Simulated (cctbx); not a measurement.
# Which space group?

Cell: a = 4.4170 Å, b = 4.4170 Å, c = 4.4170 Å, α = 90.00°, β = 90.00°, γ = 90.00°. Expected content of the cell: As1 Mg3.

Simulated single-crystal data (cctbx): Mo Kα, λ = 0.71073 Å, to d = 0.8 Å, 70 % of the full sphere, strongest reflection 40000 counts, noise from counting, a 1.5 % proportional error and a noise floor of 4 counts (s.d.); no absorption.

A first pass over the reflections prints:

```text
528 reflections to d = 0.806 A
centring   violations  <I/sigma> of those
    A        280 of   280     37.2
    B        266 of   266     37.1
    C        268 of   268     37.3
    I        269 of   269     42.6
    R        357 of   357     42.4
    F        407 of   407     37.2
Laue class    unique    Rint  (classes that these axes allow; Friedel mates merged)
P -1              341   0.012
P 1 2/m 1         204   0.013
P 1 1 2/m         207   0.013
P 2/m 1 1         207   0.013
P m m m           131   0.014
P 4/m             107   0.014
P 4/m m m          75   0.015
R -3 :R           123   0.013
R -3 m :R          79   0.014
P m -3             46   0.015
P m -3 m           33   0.015
space group    extra absences  I>4sigma  <I/sigma>
P 4 3 2                 0          0         -  acentric
P -4 3 m                0          0         -  acentric
P m -3 m                0          0         -  centric
Wilson B = 0.44 A^2   <|E^2-1|> = 0.676 (0.968 centric, 0.736 acentric)   E^2>4: 0.0 %
shell (A)         n   <I/sigma>
 4.42 - 1.16     14    155.8
 1.16 - 0.92      9    156.5
 0.92 - 0.81     10    156.7
```

**Question.** What are the lattice type, the Laue class and the likely space group?

Every centring test has many violations, so the lattice is primitive.

Rint stays low (0.012 to 0.015) up to P m -3 m, the highest class in these axes.

3 settings pass the absence test. No glide or screw absences show, which leaves P 4 3 2, P -4 3 m and P m -3 m.

⟨|E²−1|⟩ = 0.676 leans to a non-centrosymmetric structure, or to twinning, which lowers it. Here that hint misleads: the statistic assumes many like atoms on general positions, and few, heavy or special-position atoms break it. The Wilson B of 0.44 Å² means U ≈ 0.0056 Å².

The true group is Pm-3m (no. 221), Laue class m-3m, centrosymmetric. The tables only narrow the choice to the tied entries; cell content, site symmetry and trial solutions must settle it.

This is a model crystal, built by substitution and not relaxed, with assumed displacement parameters.

[Logs are printed without paths, hosts, clocks, repeated set-up lines and the standing remarks that a program may print on its own settings, such as how far it seeks lower states.]
